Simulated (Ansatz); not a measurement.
# Formation energy and levels of the antisite La_Li in LiLaSO (P4/nmm)

Aim: at which Fermi levels does La_Li in LiLaSO (P4/nmm) change its charge? The model is a cell of 64 host atoms with 1 Li taken out and 1 La put in.

Calculated with Ansatz 0.2.0; place-levels on PBEsol runs: charge-transition levels and formation energies with image-charge correction and potential alignment at the atomic sites.

### 1. Set-up

The cell holds 64 atoms: 15 Li, 17 La, 16 S and 16 O. Its edges and angles: a = 11.242 Å, b = 11.242 Å, c = 8.634 Å, α = 90.0°, β = 90.0°, γ = 90.0°. It derives from LiLaSO (space group P4/nmm). Nearest the centre at fractional (0.500, 0.500, 0.500): La51 at 0.00 Å, S12 at 2.43 Å, S41 at 2.43 Å, S26 at 2.43 Å, S59 at 2.43 Å, Li33 at 2.81 Å, Li18 at 2.81 Å, Li49 at 2.81 Å.

Coordinates:

```xyz
64
Lattice="7.9492 7.9492 0.0000 -7.9492 7.9492 0.0000 0.0000 0.0000 8.6338" Properties=species:S:1:pos:R:3 pbc="T T T"
Li   -1.9873    1.9873    4.3169
Li    1.9873    1.9873    4.3169
Li    0.0000    0.0000    4.3169
Li    0.0000    3.9746    4.3169
La    0.0000    1.9873    7.3905
La    0.0000    5.9619    7.3905
La   -1.9873    3.9746    1.2434
La    1.9873    3.9746    1.2434
S    -1.9873    3.9746    5.7232
S     1.9873    3.9746    5.7232
S     0.0000    1.9873    2.9106
S     0.0000    5.9619    2.9106
O     0.0000    0.0000    0.0000
O     0.0000    3.9746    0.0000
O    -1.9873    1.9873    0.0000
O     1.9873    1.9873    0.0000
Li   -5.9619    5.9619    4.3169
Li   -1.9873    5.9619    4.3169
Li   -3.9746    3.9746    4.3169
Li   -3.9746    7.9492    4.3169
La   -3.9746    5.9619    7.3905
La   -3.9746    9.9365    7.3905
La   -5.9619    7.9492    1.2434
La   -1.9873    7.9492    1.2434
S    -5.9619    7.9492    5.7232
S    -1.9873    7.9492    5.7232
S    -3.9746    5.9619    2.9106
S    -3.9746    9.9365    2.9106
O    -3.9746    3.9746    0.0000
O    -3.9746    7.9492    0.0000
O    -5.9619    5.9619    0.0000
O    -1.9873    5.9619    0.0000
Li    1.9873    5.9619    4.3169
Li    5.9619    5.9619    4.3169
Li    3.9746    3.9746    4.3169
Li    3.9746    7.9492    4.3169
La    3.9746    5.9619    7.3905
La    3.9746    9.9365    7.3905
La    1.9873    7.9492    1.2434
La    5.9619    7.9492    1.2434
S     1.9873    7.9492    5.7232
S     5.9619    7.9492    5.7232
S     3.9746    5.9619    2.9106
S     3.9746    9.9365    2.9106
O     3.9746    3.9746    0.0000
O     3.9746    7.9492    0.0000
O     1.9873    5.9619    0.0000
O     5.9619    5.9619    0.0000
Li   -1.9873    9.9365    4.3169
Li    1.9873    9.9365    4.3169
La    0.0000    7.9492    4.3169
Li    0.0000   11.9238    4.3169
La    0.0000    9.9365    7.3905
La    0.0000   13.9111    7.3905
La   -1.9873   11.9238    1.2434
La    1.9873   11.9238    1.2434
S    -1.9873   11.9238    5.7232
S     1.9873   11.9238    5.7232
S     0.0000    9.9365    2.9106
S     0.0000   13.9111    2.9106
O     0.0000    7.9492    0.0000
O     0.0000   11.9238    0.0000
O    -1.9873    9.9365    0.0000
O     1.9873    9.9365    0.0000
```

Known beforehand: the electronic dielectric constant, (5.41, 5.41, 5.12), and the static one, (20.61, 20.61, 13.45), from a response run on this crystal (DFPT, PBEsol) at that run's own cell.

The cell's shortest repeat is 8.6 Å.

### 2. Charge states

Levels follow from differences of total energies between charge states, each relaxed by itself.

Each atom starts 0.05 Å or so off its site in a random direction: a symmetric start keeps its symmetry, and would miss off-centre moves and Jahn–Teller distortions. Forces are taken at one point at (¼, ¼, ¼). The cell holds 1 electron fewer than the neutral one, with a uniform background that keeps it neutral on the whole. The electron count is odd, so at least one spin is unpaired; this run locks the moment at 1 μB.

The sampling was tested on the host first: at the k-points planned (1x1x1 shifted 0.25 0.25 0.25) its energy lies 0.000 eV an atom from the dense-mesh value, under the bound of 0.02 eV set for this test; that bounds the host's error, not the defect's.

One state's input; the others differ in charge, spin, start and seed, and in occupations where the table says so.

qp1_M1.relax/input.yaml reads:

```yaml
crystal:
  lattice:
    - [3.9745914, 3.9745914, 0.0]
    - [-3.9745914, 3.9745914, 0.0]
    - [0.0, 0.0, 8.63382131]
  atoms:
    - { symbol: Li, position: [0.0, 0.5, 0.5] }
    - { symbol: Li, position: [0.5, 0.0, 0.5] }
    - { symbol: Li, position: [0.0, 0.0, 0.5] }
    - { symbol: Li, position: [0.5, 0.5, 0.5] }
    - { symbol: La, position: [0.25, 0.25, 0.85598973] }
    - { symbol: La, position: [0.75, 0.75, 0.85598973] }
    - { symbol: La, position: [0.25, 0.75, 0.14401027] }
    - { symbol: La, position: [0.75, 0.25, 0.14401027] }
    - { symbol: S, position: [0.25, 0.75, 0.66288714] }
    - { symbol: S, position: [0.75, 0.25, 0.66288714] }
    - { symbol: S, position: [0.25, 0.25, 0.33711286] }
    - { symbol: S, position: [0.75, 0.75, 0.33711286] }
    - { symbol: O, position: [0.0, 0.0, 0.0] }
    - { symbol: O, position: [0.5, 0.5, 0.0] }
    - { symbol: O, position: [0.0, 0.5, 0.0] }
    - { symbol: O, position: [0.5, 0.0, 0.0] }
  supercell: [2, 2, 1]
  defects: [{ substitution: { at: 50, symbol: La } }]
total_charge: 1
basis:
  ecutwfc: 420
  xc_grid: 2
hamiltonian:
  xc: pbesol
kpoints:
  mp_grid: { grid: [1, 1, 1], shift: [0.25, 0.25, 0.25] }
magnetization:
  spin_polarized: true
  initial_magnetization: 1
  spin_locking: { lock_magnetization: hard }
scf:
  occupations: { method: fixed }
  max_iter: 60
output:
  forces: true
  charged_corrections:
    epsilon: [5.41, 5.41, 5.12]
    static_epsilon: [20.61, 20.61, 13.45]
relax:
  f_tol: 0.02
  max_steps: 80
  random_displacement: { amplitude: 0.05, seed: 8976 }
checkpoint:
  write: "../qp1_M1.relax.run"
  compress: false
  write_wavefunctions: true
  write_every: 100000
```

Launch:

```console
$ ansatz run input.yaml --threads 4 --pin off --max-ram 7536MiB --backend cpu --events-out ev --progress --plain --runs-dir out
```

Defect states can disperse in a cell of this size, so the energy is taken again at a 2×2×2 shifted mesh, on the relaxed structure.

The run of this state that the levels use, under PBEsol:

qp1_M1.point/input.yaml reads:

```yaml
crystal:
  checkpoint: "../qp1_M1.relax.run"
  host: checkpoint
total_charge: 1
basis:
  ecutwfc: 420
  xc_grid: 2
hamiltonian:
  xc: pbesol
kpoints:
  mp_grid: { grid: [2, 2, 2], shift: [0.5, 0.5, 0.5] }
magnetization:
  spin_polarized: true
  initial_magnetization: 1
  spin_locking: { lock_magnetization: hard }
scf:
  occupations: { method: fermi_dirac, width: 0.01 }
  max_iter: 60
output:
  forces: true
  eigenvalues: true
  charged_corrections:
    epsilon: [5.41, 5.41, 5.12]
    static_epsilon: [20.61, 20.61, 13.45]
    defect_position: [0.5, 0.5, 0.5]
  eigenstates: { localisation: true }
  populations: true
  efg: {}
checkpoint:
  read: "../qp1_M1.relax.run"
  write: "../qp1_M1.point.run"
  compress: false
  write_wavefunctions: false
  write_every: 100000
```

Relaxations under PBEsol at one point at (¼, ¼, ¼); times on 4 threads of Arm Neoverse V1, shared host:

| charge | moment (μB) | occupations | outcome | steps | largest displacement against the far atoms (Å) | time |
| --- | --- | --- | --- | --- | --- | --- |
| 0 | 0 | fixed | converged | 10 | 0.49 | 2.7 min |
| +1 | 1 | fixed | converged | 11 | 0.37 | 6.8 min |
| +2 | 0 | fixed | converged | 6 | 0.25 | 96 s |
| 0 | 2 | fixed | converged | 14 | 0.42 | 10 min |

Single points under PBEsol at a 2×2×2 shifted mesh; times on 4 threads of Arm Neoverse V1, shared host:

| charge | moment (μB) | occupations | outcome | time |
| --- | --- | --- | --- | --- |
| 0 | 0 | fermi-dirac | converged | 2.1 min |
| +1 | 1 | fermi-dirac | converged | 4.7 min |
| +2 | 0 | fermi-dirac | converged | 1.9 min |
| 0 | 2 | fermi-dirac | converged | 5.1 min |

Distances (Å) from La51 to the nearest atoms after relaxation with PBEsol:

| charge | moment (μB) | 1. | 2. | 3. | 4. | 5. | 6. |
| --- | --- | --- | --- | --- | --- | --- | --- |
| 0 | 0 | S 2.62 | S 2.62 | S 2.81 | S 2.81 | Li 3.02 | Li 3.02 |
| 0 | 2 | S 2.60 | S 2.71 | S 2.73 | S 2.80 | Li 2.94 | Li 2.95 |
| +1 | 1 | S 2.62 | S 2.63 | S 2.73 | S 2.73 | Li 3.03 | Li 3.03 |
| +2 | 0 | S 2.63 | S 2.63 | S 2.63 | S 2.63 | Li 3.05 | Li 3.05 |

### 3. Placing the levels, PBEsol

A charged cell interacts with its images and the background, and its potential has another zero than the host's. place-levels removes the first by a point-charge model, screened by the static dielectric constant since the ions have relaxed around the charge, and the second by comparing potentials at atoms far from the defect.

The host is a run of the defect-free crystal in the same cutoffs, grids and k-points, so that basis and sampling errors cancel in part in the differences. Its band edges come from a run of the primitive cell that searches the zone for them. The host is run in a cell of 16 atoms on a matching mesh. Chemical potentials are energies per atom of Li (bcc) and La (dhcp), run with the same functional and cutoff.

levels.point.yaml reads:

```yaml
host:
  run: host.point.run
  levels_from: { run: edges.point.run }
states: [q0.point.run, qp1_M1.point.run, qp2.point.run, q0_M2.point.run]
geometry_from:
  q0.point.run: q0.relax.run
  qp1_M1.point.run: qp1_M1.relax.run
  qp2.point.run: qp2.relax.run
  q0_M2.point.run: q0_M2.relax.run
  host.point.run: host.relax.run
chemical_potentials:
  Li:
    energy: -202.99658
    dataset: "<sha256 of the dataset>"
  La:
    energy: -6161.276904
    dataset: "<sha256 of the dataset>"
epsilon: [5.41, 5.41, 5.12]
static_epsilon: [20.61, 20.61, 13.45]
vertical:
  - { from: qp1_M1.point.run, to: qp1_M1.point_neutral.run }
  - { from: qp2.point.run, to: qp2.point_neutral.run }
```

Launch:

```console
$ ansatz place-levels levels.point.yaml -- --threads 4 --pin off --max-ram 7536MiB
```

Numbers of over 12 decimals in the logs are rounded to 6 here.

The program printed:

```text
[... repeated set-up lines and file paths are left out, and long positions are rounded to six places ...]
(+2/+1) 2.252 eV above the valence edge, 0.815 eV under the conduction edge
(+1/0) 2.483 eV above the valence edge, 0.585 eV under the conduction edge
formation energy of charge +2: -1.325 eV with the Fermi level at the valence edge
formation energy of charge +1: +0.928 eV with the Fermi level at the valence edge
formation energy of charge 0: +3.411 eV with the Fermi level at the valence edge
vertical +1 to 0: no energy, since no alignment is typed
  the change from vertical[0].from (qp1_M1.point.run) to vertical[0].to (qp1_M1.point_neutral.run): by its spins about the atoms it stands at 0.500 0.500 0.442, with an rms radius of about 3.2 Å (1.8 1.8 2.1 Å across the planes of the cell's vectors); [...]
vertical +2 to 0: no energy, since no alignment is typed
  the change from vertical[1].from (qp2.point.run) to vertical[1].to (qp2.point_neutral.run): by its potential at epsilon [5.41, 5.41, 5.12] it stands at 0.500 0.499 0.500, with an rms radius of about 4.0 Å (2.5 2.5 2.0 Å across the planes of the cell's [...]
  edges by pbesol of host.levels_from (edges.point.run), its mesh sampled to repeats of 27.82 Å (the valence edge +0.136 eV and the conduction edge -0.265 eV from those of the host's own run), gap 3.068 eV; the host is sampled to repeats of 28.35 Å
  the defect's cells are sampled to repeats of 28.35 Å, like sampling
  charge +2: -131054.8140 eV with its correction of +1.346 eV, at epsilon [20.61, 20.61, 13.45], aligned at sites: +0.4512 eV, mean over 47 atomic sites at or beyond 4.32 Å from the defect at [0.5000, 0.5000, 0.5000], with +0.010865 for the charge's moments [...]
  charge +1: -131045.0972 eV with its correction of +0.559 eV, at epsilon [20.61, 20.61, 13.45], aligned at sites: +0.4484 eV, mean over 47 atomic sites at or beyond 4.32 Å from the defect at [0.5000, 0.5000, 0.5000], with +0.009707 for the charge's moments [...]
  charge 0: +0.000 eV for its dipole among its images, +0.012 omitted
  charge 0: states[3] (q0_M2.point.run) stands 0.164 eV higher, with a moment of 2.00 μB against 0.00
  of states[2] (qp2.point.run): it parts from the run at its places by a charge that spreads by about 2 Å along one vector (1.5 Å or more is wide), by its potential at epsilon [5.41, 5.41, 5.12], taken for that of held ions (one typed too small widens it), [...]
  of states[1] (qp1_M1.point.run): it parts from the run at its places by a charge that spreads by about 2.1 Å along one vector (1.5 Å or more is wide), by the spins about the atoms, where the cell does not tell a trapped carrier from a band state. [...]
  of states[0] (q0.point.run): its displacements don't fall off away from the defect: farther atoms stand 0.042 Å off the host's places. [...]
  of states[3] (q0_M2.point.run): its displacements don't fall off away from the defect: farther atoms stand 0.026 Å off the host's places. [...]
  of vertical[0].from (qp1_M1.point.run): its displacements don't fall off away from the defect: farther atoms stand 0.03 Å off the host's places. [...]
  of vertical[0].to (qp1_M1.point_neutral.run): its displacements don't fall off away from the defect: farther atoms stand 0.03 Å off the host's places. [...]
  of vertical[1].from (qp2.point.run): its displacements don't fall off away from the defect: farther atoms stand 0.014 Å off the host's places. [...]
  vertical[1].to (qp2.point_neutral.run): levels filled in part (TS 0.004 eV): its energy is of no whole electron's
  of vertical[1].to (qp2.point_neutral.run): its displacements don't fall off away from the defect: farther atoms stand 0.014 Å off the host's places. [...]
```

It took 0.42 s on 4 threads of Arm Neoverse V1, shared host.

Levels between the charges placed, in eV above the valence top:

|  | gap (eV) | (+2/+1) | (+1/0) |
| --- | --- | --- | --- |
| PBEsol | 3.07 | 2.25 | 2.48 |

Corrections by state:

| charge | moment (μB) | image terms and alignment (eV) | band filling (eV) | ε used | over the lowest of its charge, as the program ranks them, band filling apart (eV) |
| --- | --- | --- | --- | --- | --- |
| +2 | 0.0 | 1.346 | - | principal values (13.45, 20.61, 20.61) | 0.000 |
| +1 | 1.0 | 0.559 | - | principal values (13.45, 20.61, 20.61) | 0.000 |
| 0 | 0.0 | 0.000 | - | - | 0.000 |
| 0 | 2.0 | 0.000 | - | - | 0.164 |

The charged structures listed were also run neutral, and place-levels reads from each pair, by the potential or the spins, how wide the charge is by which they differ; that can be the carrier of either run.

| charge | rms radius (Å) | spread where it is widest against the cell (Å) | wide from (Å) | reading |
| --- | --- | --- | --- | --- |
| +2 | 4.0 | 2.01 | 1.50 | wide |
| +1 | 3.2 | 2.07 | 1.50 | wide |

The neutral runs of these pairs need not share the spin of the lowest neutral state, and very wide values only mean spread over the cell.

From the program's caveats on the states, each cut to its opening words:

- charge +2: it parts from the run at its places by a charge that spreads by about 2 Å along one vector (1.5 Å or more is wide), by its potential at epsilon [5.41, 5.41, [...]
- charge +2: its displacements don't fall off away from the defect: farther atoms stand 0.014 Å off the host's places
- charge +1 (1 μB): it parts from the run at its places by a charge that spreads by about 2.1 Å along one vector (1.5 Å or more is wide), by the spins about the atoms, where the [...]
- charge +1 (1 μB): its displacements don't fall off away from the defect: farther atoms stand 0.03 Å off the host's places
- charge 0: its displacements don't fall off away from the defect: farther atoms stand 0.042 Å off the host's places
- charge 0 (2 μB): its displacements don't fall off away from the defect: farther atoms stand 0.026 Å off the host's places

Chemical potentials of the elements' reference phases, run alike. Formation energies (elemental references), with the Fermi level at the valence top and at the conduction bottom (gap 3.07 eV):

| charge | at valence top (eV) | at conduction bottom (eV) | correction included (eV) |
| --- | --- | --- | --- |
| +2 | -1.32 | 4.81 | 1.35 |
| +1 | 0.93 | 4.00 | 0.56 |
| 0 | 3.41 | 3.41 | 0.00 |

```tsv
Fermi level (eV)	lowest formation energy (eV)
0.00	-1.32
0.28	-0.77
0.56	-0.21
0.84	0.35
1.11	0.90
1.39	1.46
1.67	2.02
1.95	2.58
2.23	3.14
2.51	3.41
2.79	3.41
3.07	3.41
```

### 4. The same at the relaxations' own k-points

The relaxations' own energies give the levels at their sampling, for comparison.

levels.relax_mesh.yaml reads:

```yaml
host:
  run: host.relax.run
  levels_from: { run: edges.relax.run }
states: [q0.relax.run, qp1_M1.relax.run, qp2.relax.run, q0_M2.relax.run]
chemical_potentials:
  Li:
    energy: -202.99658
    dataset: "<sha256 of the dataset>"
  La:
    energy: -6161.276904
    dataset: "<sha256 of the dataset>"
```

Launch:

```console
$ ansatz place-levels levels.relax_mesh.yaml -- --threads 4 --pin off --max-ram 7536MiB
```

The program printed:

```text
(+2/+1) 2.243 eV above the valence edge, 0.824 eV under the conduction edge
(+1/0) 2.459 eV above the valence edge, 0.609 eV under the conduction edge
formation energy of charge +2: -1.326 eV with the Fermi level at the valence edge
formation energy of charge +1: +0.917 eV with the Fermi level at the valence edge
formation energy of charge 0: +3.376 eV with the Fermi level at the valence edge
  edges by pbesol of host.levels_from (edges.relax.run), its mesh sampled to repeats of 27.82 Å (the valence edge +0.136 eV and the conduction edge -0.265 eV from those of the host's own run), gap 3.068 eV; the host is sampled to repeats of 14.17 Å
[... the lines on each state left out ...]
```

Elapsed: 0.16 s, on 4 threads.

Levels between neighbouring charges, in eV above the valence top:

|  | gap (eV) | (+2/+1) | (+1/0) |
| --- | --- | --- | --- |
| one point at (¼, ¼, ¼) | 3.07 | 2.24 | 2.46 |
| a 2×2×2 shifted mesh | 3.07 | 2.25 | 2.48 |

Going from one point at (¼, ¼, ¼) to a 2×2×2 shifted mesh moves the levels that carry no band-filling term by up to 0.02 eV and formation energies against the elements by up to 0.03 eV.

### 5. What a wrong or other choice does

The levels are placed again with one choice changed, to see how much they rest on it.

levels.try0.yaml is levels.point.yaml with these lines changed:

```diff
-epsilon: [5.41, 5.41, 5.12]
-static_epsilon: [20.61, 20.61, 13.45]
+epsilon: 500.0
+static_epsilon: 500.0
```

Launch:

```console
$ ansatz place-levels levels.try0.yaml -- --threads 4 --pin off --max-ram 7536MiB
```

The program printed:

```text
(+2/+1) 2.451 eV above the valence edge, 0.617 eV under the conduction edge
(+1/0) 2.541 eV above the valence edge, 0.527 eV under the conduction edge
formation energy of charge +2: -1.581 eV with the Fermi level at the valence edge
formation energy of charge +1: +0.870 eV with the Fermi level at the valence edge
formation energy of charge 0: +3.411 eV with the Fermi level at the valence edge
vertical +1 to 0: no energy, since no alignment is typed
vertical +2 to 0: no energy, since no alignment is typed
[...]
[... the lines on each state left out ...]
```

The change: a very large dielectric constant, which removes the point-charge term and changes the alignment.

Levels in eV above the valence top; the changed ones are not the defect's:

|  | gap (eV) | (+2/+1) | (+1/0) |
| --- | --- | --- | --- |
| changed | 3.07 | 2.45 | 2.54 |
| as set up | 3.07 | 2.25 | 2.48 |

The largest shift is 0.20 eV.

### 6. Outcome

```yaml
gap_of_the_host: 3.07 eV (PBEsol)
level_plus_2_plus_1: 2.25 eV above the valence top
level_plus_1_over_0: 2.48 eV above the valence top
lowest_of_the_charges_placed_just_above_the_valence_top_0p02_ev: +2
lowest_of_the_charges_placed_just_below_the_conduction_bottom_0p02_ev: 0
lowest_formation_energy_at_mid_gap_of_the_charges_run_elemental_references: 1.74 eV
```

Of the charges placed (0, +1 and +2), the lowest changes at 2.25 eV (+2/+1) and 2.48 eV (+1/0) above the valence top, in a gap of 3.07 eV. Charges above +2 and below 0 were not placed, so these runs say nothing of levels that involve them. States placed: +2 at 0 μB; +1 at 1 μB; 0 at 0 μB and 2 μB. Other spin states or structures, where not listed, weren't placed. Going from one point at (¼, ¼, ¼) to a 2×2×2 shifted mesh moves the levels that carry no band-filling term by up to 0.02 eV and formation energies against the elements by up to 0.03 eV. Limits: the images are only 8.6 Å apart; PBEsol makes the gap too small and tends to spread out bound carriers; where a gas molecule sets a chemical potential or the host's formation energy, its binding is uncorrected; spin–orbit coupling, which can matter with heavy atoms, is left out.

[Logs are printed without paths, hosts, clocks, repeated set-up lines and the standing remarks that a program may print on its own settings, such as how far it seeks lower states.]

[Hosts, paths, dates, database ids (printed as entryN), source tags and the programs' standing remarks are cut or masked in the printed files.]

[Where a table of states has a column of steps, it counts the stored structures, which are thinned; the runs took as many ionic steps or more.]

[A defect's name tells the site on which it was built; relaxed atoms can leave that site.]

[For some hosts the program warned that the k-mesh of the response run may be too coarse for force constants and the static dielectric constant; such warnings are not shown here.]
